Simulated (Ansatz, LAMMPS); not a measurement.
**Forces and charges in amorphous polythiophene with methane (capped chains of 7 units) at 260 K (258 atoms)**

Wanted: forces, charges and levels of amorphous polythiophene with methane (capped chains of 7 units) at 260 K (258 atoms).

Program: Ansatz 0.2.0. Level of theory: Kohn-Sham DFT, r2SCAN+D4, PAW (set soft_2), plane waves. Results are calculated unless marked as measured.

### Step 1. Starting point

The cell holds 258 atoms: 126 C, 28 S and 104 H. Its edges and angles: a = 14.841 Å, b = 14.841 Å, c = 14.841 Å, α = 90.0°, β = 90.0°, γ = 90.0°. 4 polythiophene chains of 7 units with methyl end groups, 6 methane placed at random, at 1.28 g/cm³; overlaps pushed apart, then 20 ps at 800 K with MMFF94 bonds, angles, torsions, charges and radii (Halgren, J. Comput. Chem. 17, 490 (1996)) in harmonic and 12-6 forms. Snapshot after 30 ps at 260 K and fixed volume.

What the set-up can't give: The network of contacts between molecules at the start is that of the classical potential that made the cell, and needn't be the one that DFT or experiment would give. The density was typed from a rule of thumb and may lie off the real one at this temperature. Only the Γ point is sampled, in a cell whose shortest periodic width is 15 Å.

### Step 2. The classical run that made the cell

A classical potential supplies the starting structure, since it reaches far longer times than DFT.

This step: classical MD, MMFF94 bonds, angles, torsions, charges and radii (Halgren, J. Comput. Chem. 17, 490 (1996)) in harmonic and 12-6 forms; charges of ions scaled by 0.8 (LAMMPS 22 Jul 2025 - Update 4).

Contents of in.lmp:

```
# amorphous polythiophene with methane
units real
atom_style full
boundary p p p
bond_style harmonic
angle_style harmonic
dihedral_style opls
improper_style harmonic
special_bonds lj 0 0 0.5 coul 0 0 0.75
read_data data.lmp
neigh_modify delay 0 every 1 check yes one 4000
comm_modify cutoff 12.0
timestep 0.5
thermo_style custom step time temp pe press density
thermo_modify norm yes
# push overlapping molecules apart
pair_style soft 2.6
pair_coeff * * 0.0
variable a equal ramp(1,60)
fix ad all adapt 1 pair soft a * * v_a
velocity all create 800 752839 mom yes dist gaussian
fix lim all nve/limit 0.03
fix lan all langevin 800 800 50 752840 zero yes
thermo 1000
run 3000 post no
unfix ad
pair_style lj/cut/coul/long 9.0
pair_modify mix arithmetic tail yes
pair_coeff 1 1 0.0678 3.3680   # C
pair_coeff 2 2 0.0678 3.5860   # C
pair_coeff 3 3 0.2681 3.7370   # S
pair_coeff 4 4 0.0216 2.5400   # H
kspace_style pppm 1.0e-4
thermo 100
# [... 16 lines left out ...]
compute msd all msd com yes
thermo 7500
fix md all nvt temp 260 260 100
run 30000 post no
print "== T260: mean square displacement over the hold $(c_msd[4]:%.2f) A^2"
unfix md
uncompute msd
write_dump all custom T260.dump id type xs ys zs modify sort id
```

Run with:

```console
> lmp -in in.lmp -log none -nocite
```

Log:

```text
LAMMPS (22 Jul 2025 - Update 4)
Reading data file ...
  orthogonal box = (0 0 0) to (14.84125 14.84125 14.84125)
  258 atoms
  orthogonal box = (0 0 0) to (14.84125 14.84125 14.84125)
  276 bonds
  448 angles
  544 dihedrals
  112 impropers
   Step          Time           Temp          PotEng         Press         Density
         0   0              800            0.80092289    -2637.1182      1.2779994
      1000   500            706.44355      2.7811276      6423.089       1.2779994
      2000   1000           662.36503      2.5506665      4944.0284      1.2779994
      3000   1500           708.00706      2.2199639      20366.405      1.2779994
Loop time of 0.532316 s on 1 MPI rank(s) for 3000 steps with 258 atoms
PPPM initialization ...
  G vector (1/distance) = 0.2394849
  grid = 5 5 5
  estimated relative force accuracy = 3.1467962e-05
   Step          Time           Temp          PotEng         Press         Density
      3000   1500           708.00706      6.1765065      125608.81      1.2779994
      3100   1550           708.00706      0.26156234     17498.201      1.2779994
      3200   1600           708.00706      0.13853834     14136.61       1.2779994
      3300   1650           708.00706      0.11174477     13178.691      1.2779994
Loop time of 0.587745 s on 1 MPI rank(s) for 300 steps with 258 atoms
[... 2 lines left out ...]
  Energy initial, next-to-last, final =
      6.17650654896836  0.111993186131707  0.111744771006048
  Force two-norm initial, final = 1943.3582 10.287692
  Iterations, force evaluations = 300 593
   Step          Time           Temp          PotEng         Press         Density
         0   0              800            0.11174477     14164.161      1.2779994
      1000   500            693.28507      1.9613519      13522.457      1.2779994
      2000   1000           632.50996      2.024813       11828.619      1.2779994
Loop time of 1.47122 s on 1 MPI rank(s) for 2000 steps with 258 atoms
   Step          Time           Temp          PotEng         Press         Density
      2000   1000           632.50996      2.024813       11828.619      1.2779994
[... 5 lines left out ...]
Loop time of 16.2258 s on 1 MPI rank(s) for 20000 steps with 258 atoms
   Step          Time           Temp          PotEng         Press         Density
[... 4 lines left out ...]
Loop time of 15.8127 s on 1 MPI rank(s) for 20000 steps with 258 atoms
   Step          Time           Temp          PotEng         Press         Density
[... 2 lines left out ...]
     52500   51500          274.39769      0.55503835    -372.40238      1.2779994
     60000   59000          261.09213      0.53940961     10.883572      1.2779994
     67500   66500          262.53155      0.57441362     10521.659      1.2779994
     72000   71000          283.40798      0.59001264     3109.996       1.2779994
Loop time of 22.919 s on 1 MPI rank(s) for 30000 steps with 258 atoms
== T260: mean square displacement over the hold 1.75 A^2
```

The job ended after 58 s (1 thread of Arm Neoverse V2, shared host; peak memory 0.12 GiB).

The input also reads data.lmp (atoms, bonds and types; not printed here).

### Step 3. Plane-wave single point

One self-consistent run at the given positions yields energy and forces.

Contents of input.yaml:

```yaml
crystal:
  lattice:
    - [14.84125, 0.0, 0.0]
    - [0.0, 14.84125, 0.0]
    - [0.0, 0.0, 14.84125]
  atoms:
    - { symbol: C, position: [0.24825, 0.08759, 0.89168] }
    - { symbol: C, position: [0.33948, 0.05218, 0.91146] }
    - { symbol: C, position: [0.37767, 0.969, 0.88819] }
    - { symbol: C, position: [0.47265, 0.96707, 0.90335] }
    - { symbol: C, position: [0.50046, 0.03927, 0.9571] }
    - { symbol: S, position: [0.4146, 0.12113, 0.96902] }
    - { symbol: C, position: [0.59339, 0.05434, 0.98668] }
    - { symbol: C, position: [0.62503, 0.11092, 0.05241] }
    - { symbol: C, position: [0.72079, 0.11033, 0.05869] }
    - { symbol: C, position: [0.75946, 0.04562, 0.00648] }
    - { symbol: S, position: [0.68248, 0.99094, 0.9367] }
    - { symbol: C, position: [0.85407, 0.02238, 0.0074] }
    - { symbol: C, position: [0.90747, 0.97861, 0.9474] }
    - { symbol: C, position: [0.99226, 0.9674, 0.98291] }
    - { symbol: C, position: [0.00755, 0.00865, 0.06371] }
    - { symbol: S, position: [0.90404, 0.03744, 0.10972] }
    - { symbol: C, position: [0.09101, 0.01542, 0.1123] }
    - { symbol: C, position: [0.1751, 0.984, 0.08585] }
    - { symbol: C, position: [0.24596, 0.00622, 0.14341] }
    - { symbol: C, position: [0.22051, 0.07144, 0.20223] }
    - { symbol: S, position: [0.10382, 0.08142, 0.21089] }
    - { symbol: C, position: [0.28112, 0.11753, 0.26029] }
    - { symbol: C, position: [0.37408, 0.12458, 0.24332] }
    - { symbol: C, position: [0.40944, 0.18918, 0.30292] }
    - { symbol: C, position: [0.35414, 0.21799, 0.37257] }
    - { symbol: S, position: [0.24935, 0.16908, 0.35724] }
    - { symbol: C, position: [0.37265, 0.2763, 0.44629] }
    - { symbol: C, position: [0.43394, 0.34089, 0.44689] }
    - { symbol: C, position: [0.439, 0.38677, 0.53073] }
    - { symbol: C, position: [0.38769, 0.34005, 0.59292] }
    - { symbol: S, position: [0.31608, 0.26714, 0.54234] }
    - { symbol: C, position: [0.38807, 0.35231, 0.68978] }
    [... 220 atom lines left out ...]
    - { symbol: H, position: [0.86657, 0.96944, 0.73414] }
    - { symbol: C, position: [0.43457, 0.60417, 0.38397] }
    - { symbol: H, position: [0.39249, 0.60288, 0.44373] }
    - { symbol: H, position: [0.49048, 0.64931, 0.39334] }
    - { symbol: H, position: [0.39955, 0.616, 0.32001] }
    - { symbol: H, position: [0.46341, 0.53308, 0.3844] }
kpoints:
  mp_grid: { grid: [1, 1, 1] }
hamiltonian:
  xc: r2scan
  dispersion: d4
scf:
  occupations: { method: fermi_dirac, width: 0.025 }
output:
  forces: true
  stress: true
  populations: intrinsic
  dos:
    method: { smearing: { sigma: 0.08 } }
    de: 0.1
    projected: { site_lists: { C: [C], H: [H], S: [S] } }
  eigenvalues: true
  write_density: true
  write_potential: true
  volumetric_format: npy
```

Run with:

```console
> ansatz run input.yaml --threads 8 --pin off --max-ram 15872MiB --backend cpu --events-out ev --progress --plain --runs-dir out
```

Log:

```text
Engine: ansatz 0.2.0, aarch64-unknown-linux-gnu
Pseudopotentials: kind: paw
Pseudopotential: C, paw, valence charge 4, recommended cutoff 500 eV (meta_gga), C.paw.azcp
Pseudopotential: S, paw, valence charge 6, recommended cutoff 500 eV (meta_gga), S.paw.azcp
Pseudopotential: H, paw, valence charge 1, recommended cutoff 500 eV (meta_gga), H.paw.azcp
[... 6 lines on functional and potentials left out ...]
Crystal: 258 atoms, lattice volume = 3268.974 Å³
Basis set: ecut = 500 eV, 82951 PW (Γ), exchange–correlation on 480×480×480 points (64 copies of the dense FFT grid, shifted against one another)
Bands: 646, of which v1, the nominal top of the filled ones, is band 388 counted from 1 (387 counted from 0)
Symmetry: 1 space group operations
Space group: P1 (ITA 1), of the structure as read, at distance tolerance 1.5e-4 Å
k-points: 1
[... 9 lines on functional and potentials left out ...]
Initial density: superposition of atomic densities (neutral atoms: chi_scale 0, normalization atom), corrected by the library's trained network
Initial wavefunctions: pseudopotential atomic-orbital guess
Functional: x = r2scan, c = r2scan; τ floored in thin density (d = 2e-4 eV/Å³)
SCF iter   1: F=—  HF=-58724.723506 eV  |F-HF|=—  |Δ(HF+E_count)|=         —  Δρ=7.62e-3  dr2=2.62e0  dr2_τ=2.78e1  ethr=1.77e-3  ⟨swp⟩=6.0  Hψ=3035  notcnv=0  defer=119
preconditioner: auto → Resta (q_TF=auto, 2.147 Å⁻¹)  ε∞=2.5  [insulator: Δε(μ)=1.538 eV  Ē_g=14.704 eV  σ=0.025 eV  W_gap=1.00  n_scr=514 (ndim 8)  ℏωp=18.1 eV  f_vac=0.183  D(μ)=0.00/eV (n_scr^D=0)  ε∞_Penn≈2.5]
SCF iter   2: F=—  HF=-58723.395849 eV  |F-HF|=—  |Δ(HF+E_count)|=    1.33e0  Δρ=4.52e-3  dr2=4.14e-1  dr2_τ=3.00e-2  ethr=3.37e-4  ⟨swp⟩=2.0  Hψ=1106  notcnv=0  defer=250
SCF iter   3: F=—  HF=-58723.365973 eV  |F-HF|=—  |Δ(HF+E_count)|=   2.99e-2  Δρ=1.44e-3  dr2=6.41e-2  dr2_τ=6.66e-3  ethr=5.33e-5  ⟨swp⟩=3.0  Hψ=792  notcnv=0  defer=250
SCF iter   4: F=—  HF=-58723.378248 eV  |F-HF|=—  |Δ(HF+E_count)|=   1.23e-2  Δρ=3.97e-4  dr2=1.03e-2  dr2_τ=9.36e-4  ethr=8.27e-6  ⟨swp⟩=2.0  Hψ=688  notcnv=0  defer=250
SCF iter   5: F=—  HF=-58723.380798 eV  |F-HF|=—  |Δ(HF+E_count)|=   2.55e-3  Δρ=1.78e-4  dr2=1.98e-3  dr2_τ=1.28e-4  ethr=1.33e-6  ⟨swp⟩=2.0  Hψ=771  notcnv=0  defer=250
SCF iter   6: F=—  HF=-58723.382307 eV  |F-HF|=—  |Δ(HF+E_count)|=   1.51e-3  Δρ=7.44e-5  dr2=3.52e-4  dr2_τ=2.55e-5  ethr=2.55e-7  ⟨swp⟩=2.0  Hψ=691  notcnv=0  defer=250
SCF iter   7: F=—  HF=-58723.382630 eV  |F-HF|=—  |Δ(HF+E_count)|=   3.22e-4  Δρ=2.62e-5  dr2=4.74e-5  dr2_τ=3.49e-6  ethr=4.54e-8  ⟨swp⟩=2.0  Hψ=772  notcnv=0  defer=250
SCF iter   8: F=—  HF=-58723.382856 eV  |F-HF|=—  |Δ(HF+E_count)|=   2.26e-4  Δρ=1.04e-5  dr2=7.99e-6  dr2_τ=5.43e-7  ethr=6.10e-9  ⟨swp⟩=2.0  Hψ=929  notcnv=0  defer=250
SCF iter   9: F=—  HF=-58723.382872 eV  |F-HF|=—  |Δ(HF+E_count)|=   1.60e-5  Δρ=4.59e-6  dr2=1.56e-6  dr2_τ=1.04e-7  ethr=1.03e-9  ⟨swp⟩=2.0  Hψ=756  notcnv=0  defer=250
SCF iter  10: F=—  HF=-58723.382876 eV  |F-HF|=—  |Δ(HF+E_count)|=   3.37e-6  Δρ=1.72e-6  dr2=2.07e-7  dr2_τ=1.48e-8  ethr=2.01e-10  ⟨swp⟩=2.0  Hψ=776  notcnv=0  defer=250
SCF iter  11: F=-58723.382877 eV  HF=-58723.382876 eV  |F-HF|=8.82e-8  |Δ(HF+E_count)|=   6.78e-7  Δρ=8.22e-7  dr2=4.57e-8  dr2_τ=3.07e-9  ethr=1.29e-11  ⟨swp⟩=21.0  Hψ=6492  notcnv=0
SCF 1 converged in 11 iterations: F = -58723.382877 eV  dr2 = 4.57e-8
  greatest PAW one-centre occupation: 0.884 electrons in one spin orbital (limit 2), on the S atom at site 30 (counted from 0), in its partial waves of l = 0
WARN: The input density's exchange-correlation potential varies sharply where the density is thin. Do not read a vacuum level from v_tot or v_xc, or from such a field of the output density. On a cell that repeats whose density bears no net charge and no dipole along the vacuum's axis use v_es (v_loc + v_h of the components); [...]
SCF converged after 11 iterations
Free energy (F): -58723.382877 eV
Harris-Foulkes:  -58723.382876 eV  (|F-HF|=8.82e-8)
Internal energy: -58723.382877 eV  (E = F + TS)
E sigma→0 (E₀):  -58723.382877 eV
Fermi energy:    2.438486 eV
--- Per-component energies (eV) ---
  E_band       = -5284.496717
  E_kinetic    = 15868.847610
  E_local      = -47843.900006  (includes V_loc(G=0)·N_el)
  E_nonlocal   = 4376.051723
  E_hartree    = 17459.301276
  E_xc         = -9437.986314
  E_vxc        = -12214.518774  (∫ρ·V_xc dr)
  E_paw        = -29837.861820  (= ΣΔE_a)
  E_vpaw       = -1072.889295  (= ΣTr[D̂ρ^β])
  E_aug_tail   = -0.050177  (compensation charges beyond the density's cutoff)
  E_vtau       = 683.365891  (kinetic-family band-sum trace: ∫τ·v_τ [+ j·A + Jᵃ·Aᵃ] dr)
  E_ewald      = -9292.187731
  E_disp       = -9.402478  (pairwise vdW)
  E_core_change = -6.194960  (= ΣΔE_core)
  E_smearing   = -0.000000  (= −TS)
  E_closure    = -0.000000  (closes the sum)
  Σ components = -58723.382877   (vs F -58723.382877, Δ=0.00e0)
--- Forces (eV/Å), atoms counted from 1 ---
  atom   1  C      0.17418800     0.75479318     0.62832335
  atom   2  C      0.25190845    -0.96346516    -0.14742185
  atom   3  C      0.86688184     2.42716055     0.43847172
  atom   4  C     -2.54882427     2.57967044     2.11411489
  atom   5  C      1.04951056    -0.06072652    -0.82558167
  atom   6  S      0.64143962    -1.31159370    -0.35221684
  atom   7  C     -1.04354126    -0.50055294    -0.39917779
  atom   8  C      0.82799899     1.28401060     0.18581920
  atom   9  C     -1.49096213    -0.75540164    -0.28457455
  atom  10  C      0.95039418    -0.45209103    -0.93262364
  atom  11  S     -0.70018294     0.90187509     0.96973221
  atom  12  C     -2.55832668     0.17155352     0.62456470
  atom  13  C     -1.37916149    -0.12986345    -0.84514929
  atom  14  C      1.49616164    -0.75831874    -1.27879802
[...]
atom 257  H     -0.02183889     0.00225074     0.58996141
  atom 258  H     -0.40894118     1.26526133    -0.39488642
  max |Σ_I F_I| component: 9.66e-5 eV/Å
--- Stress (GPa, compression-positive) ---
        0.987670      -0.120309       0.177492
       -0.120309       1.753900       1.031207
        0.177492       1.031207       0.699356
  P = ⅓ Tr σ = 1.1470 GPa (11.470 kbar)
--- Band table (eV) ---
  k-point 0: bands = ["-18.1984", "-18.1037", "-18.0651", "-18.0426", [... 630 levels ...], "10.9562", "10.9773", "10.9858", "11.0029", "11.0219", "11.0471", "11.0744", "11.0878", "11.1129", "11.1569", "11.1647", "11.1855"]
--- intrinsic populations: 258 sites ---
  site symbol       q [e]
     0      C      4.5290
     1      C      4.1320
     2      C      4.2286
[...]
257      H      0.8312
  spilling = 0.000000 (of n_electrons = 776.000000)
```

Elapsed: 2 min, on 8 threads of Arm Neoverse V2, shared host; peak memory 11 GiB; 15 min of CPU time.

The program notes that the exchange-correlation potential is rough where the density is thin.

Numbers from this run:

- free energy: -58723.3829 eV
- free energy per atom: -227.6100 eV/atom
- SCF cycles: 11
- pressure: 1.147 GPa
- r.m.s. force component: 0.8486 eV/Å
- longest force: 4.198 eV/Å
- Fermi energy: 2.438 eV
- gap (highest filled to lowest empty level): 1.447 eV

Neighbours are counted within 1.85 Å (C-C), 1.34 Å (C-H), 2.17 Å (C-S).

Length of the force by element and coordination:

| element | coordination | atoms | mean length of the force (eV/Å) | spread | least | most |
| --- | --- | --- | --- | --- | --- | --- |
| C | all | 126 | 1.61 | 0.820 | 0.158 | 4.20 |
| C | 3 | 112 | 1.63 | 0.839 | 0.158 | 4.20 |
| C | 4 | 14 | 1.47 | 0.639 | 0.250 | 2.51 |
| H | all | 104 | 0.804 | 0.547 | 0.0773 | 2.79 |
| S | all | 28 | 1.19 | 0.528 | 0.365 | 2.47 |

Intrinsic-atomic-orbital charges by element and coordination:

| element | coordination | atoms | mean charge (e) | spread | least | most |
| --- | --- | --- | --- | --- | --- | --- |
| C | all | 126 | -0.232 | 0.139 | -0.731 | -0.113 |
| C | 3 | 112 | -0.185 | 0.0313 | -0.233 | -0.113 |
| C | 4 | 14 | -0.602 | 0.102 | -0.731 | -0.486 |
| H | all | 104 | 0.184 | 0.0101 | 0.161 | 0.217 |
| S | all | 28 | 0.358 | 0.0333 | 0.308 | 0.420 |

States in the cell by windows of 1 eV, zero at the Fermi level; the larger projections on atomic orbitals stand beside the total:

| from (eV) | to (eV) | total | C p | S p | H s | C s | S s |
| --- | --- | --- | --- | --- | --- | --- | --- |
| -18 | -17 | 15.7 | 3.6 | 1.1 | 0.6 | 10.1 | 0.1 |
| -17 | -16 | 33.8 | 9.7 | 0.9 | 2.6 | 16.2 | 3.8 |
| -16 | -15 | 51.9 | 15.3 | 0.5 | 3.6 | 18.7 | 13.2 |
| -15 | -14 | 24.7 | 4.7 | 0.3 | 6.4 | 11.6 | 1.3 |
| -14 | -13 | 13.9 | 5.1 | 0.3 | 1.6 | 6.3 | 0.4 |
| -13 | -12 | 16.4 | 9.1 | 0.4 | 1.1 | 4.4 | 1.2 |
| -12 | -11 | 31.3 | 16.2 | 1.8 | 3.6 | 8.1 | 1.2 |
| -11 | -10 | 49.6 | 25.9 | 5.6 | 6.5 | 6.6 | 4.1 |
| -10 | -9 | 37.6 | 20.0 | 4.9 | 5.4 | 4.2 | 2.4 |
| -9 | -8 | 19.6 | 13.0 | 1.9 | 2.5 | 1.5 | 0.3 |
| -8 | -7 | 79.5 | 54.4 | 7.8 | 12.8 | 2.0 | 1.1 |
| -7 | -6 | 108.7 | 74.6 | 10.6 | 19.1 | 1.4 | 1.6 |
| -6 | -5 | 104.4 | 57.8 | 28.8 | 13.5 | 0.9 | 2.5 |
| -5 | -4 | 28.8 | 13.8 | 11.6 | 1.4 | 0.3 | 1.4 |
| -4 | -3 | 39.3 | 24.5 | 14.1 | 0.3 | 0.1 | 0.1 |
| -3 | -2 | 42.2 | 24.3 | 17.1 | 0.3 | 0.1 | 0.1 |
| -2 | -1 | 14.9 | 13.3 | 1.0 | 0.3 | 0.1 | 0.0 |
| -1 | 0 | 7.5 | 7.2 | 0.1 | 0.1 | 0.0 | 0.0 |
| 0 | 1 | 8.2 | 6.0 | 1.8 | 0.1 | 0.1 | 0.0 |
| 1 | 2 | 18.8 | 13.1 | 3.6 | 0.4 | 0.4 | 0.0 |
| 2 | 3 | 43.7 | 20.5 | 10.7 | 2.6 | 3.3 | 0.2 |
| 3 | 4 | 64.3 | 26.0 | 10.1 | 6.8 | 5.2 | 0.8 |
| 4 | 5 | 76.3 | 28.7 | 7.4 | 8.9 | 5.7 | 1.5 |

The curve was stored every 0.100 eV, coarse against its broadening of 0.08 eV, so these counts are rough.

Between -21 and -18 eV lie 56 more states.

The levels nearest the highest filled one (over half full), pooled over k-points and spins:

| level less the highest filled one (eV) | occupation |
| --- | --- |
| -0.507 | 2 |
| -0.411 | 2 |
| -0.217 | 2 |
| -0.155 | 2 |
| -0.0428 | 2 |
| 0 | 2 |
| 1.45 | 0 |
| 1.49 | 0 |
| 1.56 | 0 |
| 1.68 | 0 |
| 1.77 | 0 |
| 1.97 | 0 |

Valence density in the bc plane at fractional x = 0.099, with atoms of C and S and H within 0.2 Å of it. It is the smooth field of the valence electrons, not physical close to the nuclei.

Ten even steps from '0' (0.0 e/Å³) to '9' (2.1 e/Å³), each cell a mean:
```
0000000135775210112100000012564100000000000
0000000011221000000000000024763100000000000
0000000000000000000000000147962000000000000
0000000000000000000000000147741000012222100
0000000000000000000000000122210000137875310
0000002210000000000000000121000000025863100
0000014764322210000000001344211000013741000
0000015887543210000000001257775200000110000
0011247973222110000000000148864100000000000
2334578852111100000000012478621000000000001
7753223443211000000000012578620000000000135
7631000123310000000000001125620000000001136
2210000011110000000000000000100000000000011
0000000000000000000000000000000000000000000
0000000000000001100000000000000000000000000
0000000000000015420000000000000000000000000
0000000000000013432100000000000000000000000
0134331000000012245300000000000000001310000
1353353100000000011100000000000000001100000
2465442000000000000000000000000000000000001
6763210000000000000000000000000000000000014
7741000000000001222100000000000000000000014
2210000000121112554310000000011000000000001
0000000013674212454420000001376100000000000
```
Columns run along b (14.8 Å), rows up along c (14.8 Å). Atoms in or near the plane, at fractional coordinates: C at (0.02, 0.11), S at (0.08, 0.21), C at (0.64, 0.87), C at (0.65, 0.66), C at (0.62, 0.57), H at (0.69, 0.02), C at (0.18, 0.69), C at (0.15, 0.60), C at (0.00, 0.53), C at (0.86, 0.79), H at (0.86, 0.71), H at (0.43, 0.26), H at (0.36, 0.35).

(Continued in part 2 of 2.)

[Logs are printed without paths, hosts, clocks, repeated set-up lines and the standing remarks that a program may print on its own settings, such as how far it seeks lower states.]

[Hosts, paths, dates, database ids (printed as entryN), source tags and the programs' standing remarks are cut or masked in the printed files.]

[The MMFF94 radii named for the starting cell were scaled by 0.96; in molecules described by MMFF94, hydrogen bound to N, O or S took a small fixed 12-6 site in their place.]
